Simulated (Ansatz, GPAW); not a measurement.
# Geometry or basis: what sets the conductance of octane-1,8-dithiol between two Pt chains, part 3 of 4

Wanted: T(E) of octane-1,8-dithiol between two Pt chains at a relaxed geometry in two programs, beside the unrelaxed structure.

GPAW 26.7.0 and Ansatz 0.2.0; Ansatz plane waves; relaxation of the junction with the lead ends held; PAW set soft_1 (the session's first sound run).

So far, transmission at the Fermi level (one spin): step 3 (plane-wave reference (PBE)) 1.7e-4. Also conductance of the perfect lead (G₀): step 3 4.00.

**4. Double-zeta polarised basis**

Localised orbitals split the wire into layers that couple to their neighbours alone, which is what the Green's function method needs; double zeta with polarisation is the usual level for numbers.

This step: GPAW LCAO, PAW setups; Landauer transmission from Green's functions with principal layers (ASE), zero bias (GPAW 26.7.0).

Input file run.py:

```python
import json
import numpy as np
from ase import Atoms
from ase.transport.calculators import TransportCalculator
from gpaw import GPAW, FermiDirac
from gpaw.lcao.tools import get_lcao_hamiltonian
from scipy.linalg import eigh

# The junction with lead layers at both ends, along the third cell vector
device = Atoms(
    ['Pt', 'Pt', 'Pt', 'Pt', 'Pt', 'Pt', 'Pt', 'Pt', 'S', 'H', 'C', 'H', 'H', 'C', 'H', 'H', 'C', 'H', 'H', 'C', 'H', 'H', 'C', 'H', 'H', 'C', 'H', 'H', 'C', 'H', 'H', 'C', 'H', 'S', 'Pt', 'Pt', 'Pt', 'Pt', 'Pt', 'Pt', 'Pt', 'Pt'],
    positions=[
        [6.29004, 4.79939, 1.20000],
        [6.29004, 4.79939, 3.60000],
        [6.29004, 4.79939, 6.00000],
        [6.29004, 4.79939, 8.40000],
        [6.29004, 4.79939, 10.80000],
        [6.29004, 4.79939, 13.20000],
        [5.27193, 6.00355, 14.97589],
        [6.39038, 6.31397, 17.06816],
        [5.77788, 6.80720, 19.06078],
        [6.80307, 4.77294, 19.93942],
        [5.92377, 5.36880, 20.20990],
        [5.02642, 4.74856, 20.07290],
        [6.89542, 6.56728, 21.72470],
        [6.01797, 5.90608, 21.64410],
        [5.13713, 6.53351, 21.85492],
        [6.99466, 4.15988, 22.47922],
        [6.12070, 4.79515, 22.70024],
        [5.23763, 4.13827, 22.62851],
        [7.11772, 6.00408, 24.19343],
        [6.23716, 5.34217, 24.13049],
        [5.36256, 5.97889, 24.34719],
        [7.22184, 3.61543, 24.98705],
        [6.34698, 4.25192, 25.20344],
        [5.46662, 3.58976, 25.14037],
        [7.34526, 5.45733, 26.70500],
        [6.46288, 4.79945, 26.63354],
        [5.58826, 5.43393, 26.85425],
        [7.44863, 3.06295, 27.48039],
        [6.56683, 3.68939, 27.69052],
        [5.69029, 3.02688, 27.61005],
        [7.55633, 4.84957, 29.26102],
        [6.65982, 4.22800, 29.12422],
        [5.77972, 4.82324, 29.39387],
        [6.80719, 2.79127, 30.27520],
        [6.19256, 3.28204, 32.26796],
        [7.31261, 3.59682, 34.35913],
        [6.29004, 4.79939, 36.13377],
        [6.29004, 4.79939, 38.53377],
        [6.29004, 4.79939, 40.93377],
        [6.29004, 4.79939, 43.33377],
        [6.29004, 4.79939, 45.73377],
        [6.29004, 4.79939, 48.13377]],
    cell=[[12.58008, 0.0, 0.0], [0.0, 9.59878, 0.0], [0.0, 0.0, 49.33377]],
    pbc=True)

# One principal layer of the lead: the first 5 atoms of the device
lead = Atoms(
    ['Pt', 'Pt', 'Pt', 'Pt', 'Pt'],
    positions=[
        [6.29004, 4.79939, 1.20000],
        [6.29004, 4.79939, 3.60000],
        [6.29004, 4.79939, 6.00000],
        [6.29004, 4.79939, 8.40000],
        [6.29004, 4.79939, 10.80000]],
    cell=[[12.58008, 0.0, 0.0], [0.0, 9.59878, 0.0], [0.0, 0.0, 12.0]],
    pbc=True)

settings = dict(mode='lcao', basis='dzp', xc='PBE', h=0.2,
                occupations=FermiDirac(0.1), maxiter=250,
                mixer=dict(beta=0.1, nmaxold=8, weight=100.0),
                convergence=dict(density=0.0001))
energies = np.arange(-2, 2 + 1e-9, 0.025)
eta = 0.0001
n1, n2 = 1, 1
# k and -k transmit alike, so half of the mesh across the current serves
mesh = [(i, j) for i in range(n1) for j in range(n2) if (i, j) <= (-i % n1, -j % n2)]
weights = np.array([1 if (i, j) == (-i % n1, -j % n2) else 2 for i, j in mesh]) / (n1 * n2)

# [... helper functions left out ...]
fermi_lead = ground_state(lead, (1, 1, 10), 'lead.txt')
fermi_device = ground_state(device, (1, 1, 2), 'device.txt')
# [... loop over the mesh left out, but for ...]
        # Shift the lead onto the potential of the device's first layer
        shift = ((H[:, 0, 0] - H0[:, 0, 0]) / S0[0, 0]).real.mean()
# [...]
kT = 8.617333e-5 * 300
bias = [0.1, 0.2, 0.5, 1.0, 1.5, 2.0]
# [... integrals and printing left out ...]
```

Run with:

```console
> OMP_NUM_THREADS=1 OPENBLAS_NUM_THREADS=1 python run.py
```

Numbers of over 12 decimals in the logs are rounded to 6 here.

Log:

```text
basis functions: device 642, principal layer 135
Fermi level: lead -4.9794 eV, device -4.5019 eV; lead shifted by -0.0064 eV
largest coupling past the next layer 8.09e-06 eV, largest misfit of the first layer 0.107 eV
  E-E_F (eV)   T (one spin)  [channel counts left out]
    -2.000    9.8336e-04
    -1.975    9.8233e-04
    -1.950    9.8106e-04
    -1.925    9.8469e-04
    -1.900    1.0021e-03
    -1.875    1.0475e-03
    -1.850    1.1447e-03
    -1.825    1.3364e-03
    -1.800    1.7056e-03
    -1.775    2.4324e-03
    -1.750    3.9624e-03
    -1.725    7.6285e-03
    -1.700    1.8681e-02
    -1.675    6.6102e-02
    -1.650    2.0129e-01
    -1.625    1.1280e-01
[...]
1.825    5.8375e-05
     1.850    5.5900e-05
     1.875    5.3658e-05
     1.900    5.1626e-05
     1.925    4.9788e-05
     1.950    4.8125e-05
     1.975    4.6625e-05
     2.000    4.5274e-05
conductance at 300 K: 0.00017719 G0 a cell; thermopower 9.705 uV/K
current from the zero-bias T(E) at 0.1 V: 0.0014534 uA
current from the zero-bias T(E) at 0.2 V: 0.0034085 uA
current from the zero-bias T(E) at 0.5 V: 0.015043 uA
current from the zero-bias T(E) at 1.0 V: 0.052573 uA
current from the zero-bias T(E) at 1.5 V: 0.087366 uA
current from the zero-bias T(E) at 2.0 V: 0.16117 uA
```

The job ended after 7.5 min (1 thread of AMD EPYC 7R43, shared host; peak memory 2.4 GiB).

This step gave:

- conductance: 1.77e-4 G₀
- thermopower: 9.705 μV/K
- largest coupling past the next principal layer: 8.09e-6 eV
- largest misfit of the first principal layer: 0.1069 eV
- shift that aligns the lead: -0.006361 eV
- basis functions of the junction: 642
- basis functions of a principal layer: 135
- transmission at the Fermi level (one spin): 1.51e-4

One spin. Table of transmission, zone mean by energy, zero at the Fermi level:

```
energy (eV)  transmission, zone mean
     -2.000                   9.8e-4
     -1.800                  0.00171
     -1.650                    0.201
     -1.600                  0.00389
     -1.400                  0.00106
     -1.200                  0.00227
     -1.075                   0.0269
     -1.000                  0.00846
     -0.800                  0.00141
     -0.600                  0.00151
     -0.400                  0.00144
     -0.200                   6.7e-4
      0.000                   1.5e-4
      0.200                   5.3e-4
      0.400                   7.4e-4
      0.600                   3.0e-4
      0.800                   5.2e-4
      1.000                   6.9e-4
      1.200                   3.8e-4
      1.400                   1.8e-4
      1.600                   9.6e-5
      1.800                   6.1e-5
      2.000                   4.5e-5
```

Not self-consistent under bias; the bias window is split evenly. Table of current through one cell, from the zero-bias transmission by bias:

```
bias (V)  current through one cell, from the zero-bias transmission (nA)
   0.100                                                            1.45
   0.200                                                            3.41
   0.500                                                            15.0
   1.000                                                            52.6
   1.500                                                            87.4
   2.000                                                             161
```

Transmission of the three most open eigenchannels against energy, zero at the Fermi level:

| energy (eV) | channel 1 | channel 2 | channel 3 |
| --- | --- | --- | --- |
| -2.000 | 9.8e-4 | 8.4e-7 | 1.2e-12 |
| -1.900 | 0.00100 | 1.3e-7 | 1.1e-10 |
| -1.800 | 0.00171 | 1.3e-8 | 5.8e-9 |
| -1.700 | 0.0187 | 8.8e-9 | 3.2e-9 |
| -1.600 | 0.00389 | 6.2e-8 | 2.6e-10 |
| -1.500 | 0.00363 | 2.4e-8 | 1.8e-8 |
| -1.400 | 0.00106 | 1.5e-8 | 7.5e-9 |
| -1.300 | 2.3e-4 | 5.2e-9 | 2.0e-9 |
| -1.200 | 0.00227 | 4.0e-8 | 1.6e-8 |
| -1.100 | 0.0183 | 5.4e-8 | 3.3e-8 |
| -1.000 | 0.00846 | 1.7e-7 | 1.1e-7 |
| -0.900 | 0.00189 | 2.4e-7 | 1.7e-7 |
| -0.800 | 0.00141 | 2.5e-7 | 1.7e-7 |
| -0.700 | 0.00138 | 3.7e-7 | 1.3e-7 |
| -0.600 | 0.00151 | 4.9e-7 | 1.4e-7 |
| -0.500 | 0.00150 | 5.6e-7 | 1.9e-7 |
| -0.400 | 0.00144 | 7.5e-7 | 1.5e-7 |
| -0.300 | 8.3e-4 | 6.1e-7 | 5.1e-8 |
| -0.200 | 6.7e-4 | 9.1e-7 | 1.5e-9 |
| -0.100 | 3.0e-4 | 1.0e-6 | 9.3e-11 |
| 0.000 | 1.5e-4 | 6.4e-7 | 2.5e-11 |
| 0.100 | 2.5e-4 | 1.8e-7 | 1.2e-11 |
| 0.200 | 5.3e-4 | 3.9e-8 | 6.4e-12 |
| 0.300 | 9.5e-4 | 8.8e-9 | 1.2e-12 |
| 0.400 | 7.4e-4 | 2.0e-9 | 0 |
| 0.500 | 4.4e-4 | 6.8e-10 | 0 |
| 0.600 | 3.0e-4 | 2.7e-10 | 0 |
| 0.700 | 2.2e-4 | 5.1e-11 | 0 |
| 0.800 | 5.2e-4 | 0 | 0 |
| 0.900 | 7.1e-4 | 0 | 0 |
| 1.000 | 6.9e-4 | 0 | 0 |
| 1.100 | 5.4e-4 | 0 | 0 |
| 1.200 | 3.8e-4 | 0 | 0 |
| 1.300 | 2.6e-4 | 0 | 0 |
| 1.400 | 1.8e-4 | 0 | 0 |
| 1.500 | 1.3e-4 | 0 | 0 |
| 1.600 | 9.6e-5 | 0 | 0 |
| 1.700 | 7.5e-5 | 0 | 0 |
| 1.800 | 6.1e-5 | 0 | 0 |
| 1.900 | 5.2e-5 | 0 | 0 |
| 2.000 | 4.5e-5 | 0 | 0 |

At the Fermi level T is 1.5e-4 against 1.7e-4 in plane waves. Couplings past the next layer reach 8.1e-6 eV, small enough to drop; the matrix elements of the cell's first layer differ from the bulk lead's by up to 0.11 eV. That layer keeps its own values in the calculation, and only beyond it is the lead taken as perfect. The Fermi levels of lead and junction count from different zeros of potential, one for each periodic cell; with both set to zero, the small remaining shift is what aligns them. Without spin-orbit coupling, which is large for these atoms, channel counts and T are those of the scalar-relativistic bands. By hand: G = 1.77e-4 × 77.48 μS = 0.0137 μS, a resistance of 72836 kΩ; at 0.1 V a linear junction would pass 0.00137 μA, and the integral over the bias window gives 0.00145 μA. Mott's formula, S = -(π²/3)(k_B²T/e) d ln T/dE, has the prefactor 7.33 μV/K·eV at 300 K; T = 1.58e-4 at -0.025 eV and 1.56e-4 at 0.025 eV give a slope of -0.271 per eV and S = 1.99 μV/K, beside 9.70 μV/K from the thermal integral, which interpolates the same grid.

**5. Single-zeta polarised basis**

One radial function a shell plus polarisation makes the matrices smaller; the question is what that costs.

Edit run.py of step 4 so:

```diff
@@ -69,3 +69,3 @@
 
-settings = dict(mode='lcao', basis='dzp', xc='PBE', h=0.2,
+settings = dict(mode='lcao', basis='szp(dzp)', xc='PBE', h=0.2,
                 occupations=FermiDirac(0.1), maxiter=250,
```

Log:

```text
basis functions: device 394, principal layer 75
Fermi level: lead -5.1068 eV, device -4.7430 eV; lead shifted by -0.0047 eV
largest coupling past the next layer 8.13e-06 eV, largest misfit of the first layer 0.098 eV
  E-E_F (eV)   T (one spin)  [channel counts left out]
    -2.000    1.7686e-04
    -1.975    1.8470e-04
    -1.950    1.9297e-04
[...]
1.975    4.9506e-05
     2.000    4.8498e-05
conductance at 300 K: 6.6806e-05 G0 a cell; thermopower -22.21 uV/K
current from the zero-bias T(E) at 0.1 V: 0.00054553 uA
current from the zero-bias T(E) at 0.2 V: 0.0012633 uA
current from the zero-bias T(E) at 0.5 V: 0.0058144 uA
current from the zero-bias T(E) at 1.0 V: 0.020413 uA
current from the zero-bias T(E) at 1.5 V: 0.030455 uA
current from the zero-bias T(E) at 2.0 V: 0.047304 uA
```

It took 4.5 min on 1 thread; peak memory 2.3 GiB.

This step gave:

```
conductance                                    : 6.68e-5 G₀
thermopower                                    : -22.21 μV/K
largest coupling past the next principal layer : 8.13e-6 eV
largest misfit of the first principal layer    : 0.09776 eV
shift that aligns the lead                     : -0.004680 eV
basis functions of the junction                : 394
basis functions of a principal layer           : 75
transmission at the Fermi level (one spin)     : 5.74e-5
```

The conductance, 6.7e-5 G₀, lies 62 % below that of the dzp run.

**6. Minimal basis**

The minimal basis is the cheapest rung: no second zeta and no polarisation.

Edit run.py of step 5 so:

```diff
@@ -69,3 +69,3 @@
 
-settings = dict(mode='lcao', basis='szp(dzp)', xc='PBE', h=0.2,
+settings = dict(mode='lcao', basis='sz(dzp)', xc='PBE', h=0.2,
                 occupations=FermiDirac(0.1), maxiter=250,
```

Log:

```text
basis functions: device 248, principal layer 60
Fermi level: lead -5.1294 eV, device -4.8049 eV; lead shifted by -0.0027 eV
largest coupling past the next layer 8.11e-06 eV, largest misfit of the first layer 0.099 eV
  E-E_F (eV)   T (one spin)  [channel counts left out]
    -2.000    1.0111e-04
    -1.975    1.1355e-04
    -1.950    1.2878e-04
[...]
1.975    3.1434e-05
     2.000    3.0832e-05
conductance at 300 K: 4.4712e-05 G0 a cell; thermopower -20.85 uV/K
current from the zero-bias T(E) at 0.1 V: 0.00036754 uA
current from the zero-bias T(E) at 0.2 V: 0.00086462 uA
current from the zero-bias T(E) at 0.5 V: 0.0039788 uA
current from the zero-bias T(E) at 1.0 V: 0.0126 uA
current from the zero-bias T(E) at 1.5 V: 0.018744 uA
current from the zero-bias T(E) at 2.0 V: 0.038058 uA
```

The job ended after 3.8 min (1 thread; peak memory 2.2 GiB).

This step gave:

```
conductance                                    : 4.47e-5 G₀
thermopower                                    : -20.85 μV/K
largest coupling past the next principal layer : 8.11e-6 eV
largest misfit of the first principal layer    : 0.09891 eV
shift that aligns the lead                     : -0.002715 eV
basis functions of the junction                : 248
basis functions of a principal layer           : 60
transmission at the Fermi level (one spin)     : 3.76e-5
```

One spin. Table of transmission, zone mean by energy, zero at the Fermi level:

| energy (eV) | transmission, zone mean |
| --- | --- |
| -2.000 | 1.0e-4 |
| -1.900 | 1.8e-4 |
| -1.800 | 5.5e-4 |
| -1.700 | 0.00426 |
| -1.650 | 0.0110 |
| -1.600 | 0.00442 |
| -1.500 | 3.9e-5 |
| -1.400 | 8.4e-5 |
| -1.300 | 1.5e-5 |
| -1.200 | 8.1e-5 |
| -1.100 | 5.9e-4 |
| -1.025 | 0.00402 |
| -1.000 | 0.00326 |
| -0.900 | 4.4e-4 |
| -0.800 | 2.2e-4 |
| -0.700 | 1.9e-4 |
| -0.600 | 2.2e-4 |
| -0.500 | 2.2e-4 |
| -0.400 | 2.2e-4 |
| -0.300 | 2.5e-4 |
| -0.200 | 1.0e-4 |
| -0.100 | 5.8e-5 |
| 0.000 | 3.8e-5 |
| 0.100 | 8.3e-5 |
| 0.200 | 2.0e-4 |
| 0.300 | 3.5e-4 |
| 0.400 | 1.9e-4 |
| 0.500 | 1.2e-4 |
| 0.600 | 8.2e-5 |
| 0.700 | 1.2e-4 |
| 0.800 | 2.0e-4 |
| 0.900 | 2.5e-4 |
| 1.000 | 2.4e-4 |
| 1.100 | 2.0e-4 |
| 1.200 | 1.6e-4 |
| 1.300 | 1.2e-4 |
| 1.400 | 8.9e-5 |
| 1.500 | 6.8e-5 |
| 1.600 | 5.4e-5 |
| 1.700 | 4.5e-5 |
| 1.800 | 3.8e-5 |
| 1.900 | 3.4e-5 |
| 2.000 | 3.1e-5 |

The conductance, 4.5e-5 G₀, lies 75 % below that of the dzp run.

**7. LDA in the dzp basis: xc = "LDA"**

Back in the dzp basis, the functional changes from PBE to LDA, to set the spread between functionals beside that between bases.

Edit run.py of step 6 so:

```diff
@@ -69,3 +69,3 @@
 
-settings = dict(mode='lcao', basis='sz(dzp)', xc='PBE', h=0.2,
+settings = dict(mode='lcao', basis='dzp', xc='LDA', h=0.2,
                 occupations=FermiDirac(0.1), maxiter=250,
```

Log:

```text
basis functions: device 642, principal layer 135
Fermi level: lead -5.3008 eV, device -4.7809 eV; lead shifted by -0.0089 eV
largest coupling past the next layer 8.32e-06 eV, largest misfit of the first layer 0.116 eV
  E-E_F (eV)   T (one spin)  [channel counts left out]
    -2.000    1.1217e-03
    -1.975    1.1188e-03
    -1.950    1.1161e-03
[...]
1.975    4.1170e-05
     2.000    4.0157e-05
conductance at 300 K: 0.00019215 G0 a cell; thermopower 7.843 uV/K
current from the zero-bias T(E) at 0.1 V: 0.001585 uA
current from the zero-bias T(E) at 0.2 V: 0.003762 uA
current from the zero-bias T(E) at 0.5 V: 0.016474 uA
current from the zero-bias T(E) at 1.0 V: 0.05536 uA
current from the zero-bias T(E) at 1.5 V: 0.091243 uA
current from the zero-bias T(E) at 2.0 V: 0.18374 uA
```

Wall time 6.4 min (1 thread); peak memory 2.4 GiB.

This step gave:

| Property | Result |
| --- | --- |
| conductance | 1.92e-4 G₀ |
| thermopower | 7.843 μV/K |
| largest coupling past the next principal layer | 8.32e-6 eV |
| largest misfit of the first principal layer | 0.1159 eV |
| shift that aligns the lead | -0.008897 eV |
| basis functions of the junction | 642 |
| basis functions of a principal layer | 135 |
| transmission at the Fermi level (one spin) | 1.60e-4 |

The conductance, 1.9e-4 G₀, lies 8.4 % above that of the dzp run.

**8. Without the relaxation: geometry = "as built"**

The dzp basis with PBE on the structure as first built shows what the relaxation was worth.

Edit run.py of step 7 so:

```diff
@@ -18,32 +18,32 @@
         [6.29004, 4.79939, 13.20000],
-        [5.27193, 6.00355, 14.97589],
-        [6.39038, 6.31397, 17.06816],
-        [5.77788, 6.80720, 19.06078],
-        [6.80307, 4.77294, 19.93942],
-        [5.92377, 5.36880, 20.20990],
-        [5.02642, 4.74856, 20.07290],
-        [6.89542, 6.56728, 21.72470],
-        [6.01797, 5.90608, 21.64410],
-        [5.13713, 6.53351, 21.85492],
-        [6.99466, 4.15988, 22.47922],
-        [6.12070, 4.79515, 22.70024],
-        [5.23763, 4.13827, 22.62851],
-        [7.11772, 6.00408, 24.19343],
-        [6.23716, 5.34217, 24.13049],
-        [5.36256, 5.97889, 24.34719],
-        [7.22184, 3.61543, 24.98705],
-        [6.34698, 4.25192, 25.20344],
-        [5.46662, 3.58976, 25.14037],
-        [7.34526, 5.45733, 26.70500],
-        [6.46288, 4.79945, 26.63354],
-        [5.58826, 5.43393, 26.85425],
-        [7.44863, 3.06295, 27.48039],
-        [6.56683, 3.68939, 27.69052],
-        [5.69029, 3.02688, 27.61005],
-        [7.55633, 4.84957, 29.26102],
-        [6.65982, 4.22800, 29.12422],
-        [5.77972, 4.82324, 29.39387],
-        [6.80719, 2.79127, 30.27520],
-        [6.19256, 3.28204, 32.26796],
-        [7.31261, 3.59682, 34.35913],
+        [6.29004, 4.79939, 15.60000],
+        [6.29004, 4.79939, 18.00000],
+        [4.34560, 5.52334, 19.10343],
+        [4.34130, 3.64904, 20.60038],
+        [4.24180, 4.73099, 20.73380],
+        [3.25000, 4.93152, 21.15140],
+        [6.32153, 5.06657, 21.23033],
+        [5.33141, 5.26187, 21.66124],
+        [5.23223, 6.34878, 21.77527],
+        [5.34611, 3.51534, 22.93437],
+        [5.24538, 4.60241, 23.04029],
+        [4.25841, 4.79481, 23.47840],
+        [7.32034, 4.93617, 23.54016],
+        [6.33333, 5.12873, 23.97800],
+        [6.23288, 6.21580, 24.08365],
+        [6.34721, 3.38299, 25.25012],
+        [6.24676, 4.47006, 25.35577],
+        [5.25974, 4.66262, 25.79361],
+        [8.32168, 4.80398, 25.85537],
+        [7.33470, 4.99638, 26.29349],
+        [7.23397, 6.08345, 26.39940],
+        [7.34786, 3.25001, 27.55850],
+        [7.24868, 4.33692, 27.67254],
+        [6.25856, 4.53222, 28.10344],
+        [9.33008, 4.66728, 28.18237],
+        [8.33829, 4.86781, 28.59997],
+        [8.23878, 5.94975, 28.73340],
+        [8.23448, 4.07545, 30.23034],
+        [6.29004, 4.79939, 31.33377],
+        [6.29004, 4.79939, 33.73377],
         [6.29004, 4.79939, 36.13377],
@@ -69,3 +69,3 @@
 
-settings = dict(mode='lcao', basis='dzp', xc='LDA', h=0.2,
+settings = dict(mode='lcao', basis='dzp', xc='PBE', h=0.2,
                 occupations=FermiDirac(0.1), maxiter=250,
```

Log:

```text
basis functions: device 642, principal layer 135
Fermi level: lead -4.9794 eV, device -4.5915 eV; lead shifted by 0.0022 eV
largest coupling past the next layer 8.09e-06 eV, largest misfit of the first layer 0.101 eV
  E-E_F (eV)   T (one spin)  [channel counts left out]
    -2.000    6.8128e-02
    -1.975    7.3988e-02
    -1.950    8.0114e-02
[...]
1.975    3.2281e-07
     2.000    3.6708e-07
conductance at 300 K: 0.0047885 G0 a cell; thermopower 106.6 uV/K
current from the zero-bias T(E) at 0.1 V: 0.04025 uA
current from the zero-bias T(E) at 0.2 V: 0.10106 uA
current from the zero-bias T(E) at 0.5 V: 0.49691 uA
current from the zero-bias T(E) at 1.0 V: 0.66707 uA
current from the zero-bias T(E) at 1.5 V: 0.74028 uA
current from the zero-bias T(E) at 2.0 V: 0.78059 uA
```

It took 7.9 min on 1 thread; peak memory 2.4 GiB.

This step gave:

- conductance: 0.004788 G₀
- thermopower: 106.6 μV/K
- largest coupling past the next principal layer: 8.09e-6 eV
- largest misfit of the first principal layer: 0.1009 eV
- shift that aligns the lead: 0.002204 eV
- transmission at the Fermi level (one spin): 0.003820

The conductance, 0.00479 G₀, lies a factor of 27 above that of the dzp run.

**9. Cost and result by level**

Times are wall times on the hardware named with each run. The runs compared:

```
no.      run  conductance (G₀)     time  memory (GiB)
  1   pw PBE           1.91e-4      3 h           6.8
  2      dzp           1.77e-4  7.5 min           2.4
  3      szp           6.68e-5  4.5 min           2.3
  4       sz           4.47e-5  3.8 min           2.2
  5  dzp LDA           1.92e-4  6.4 min           2.4
  6  asbuilt          0.004788  7.9 min           2.4
```

(Continued in part 4 of 4.)

[Logs are printed without paths, hosts, clocks, repeated set-up lines and the standing remarks that a program may print on its own settings, such as how far it seeks lower states.]

[Hosts, paths, dates, database ids (printed as entryN), source tags and the programs' standing remarks are cut or masked in the printed files.]
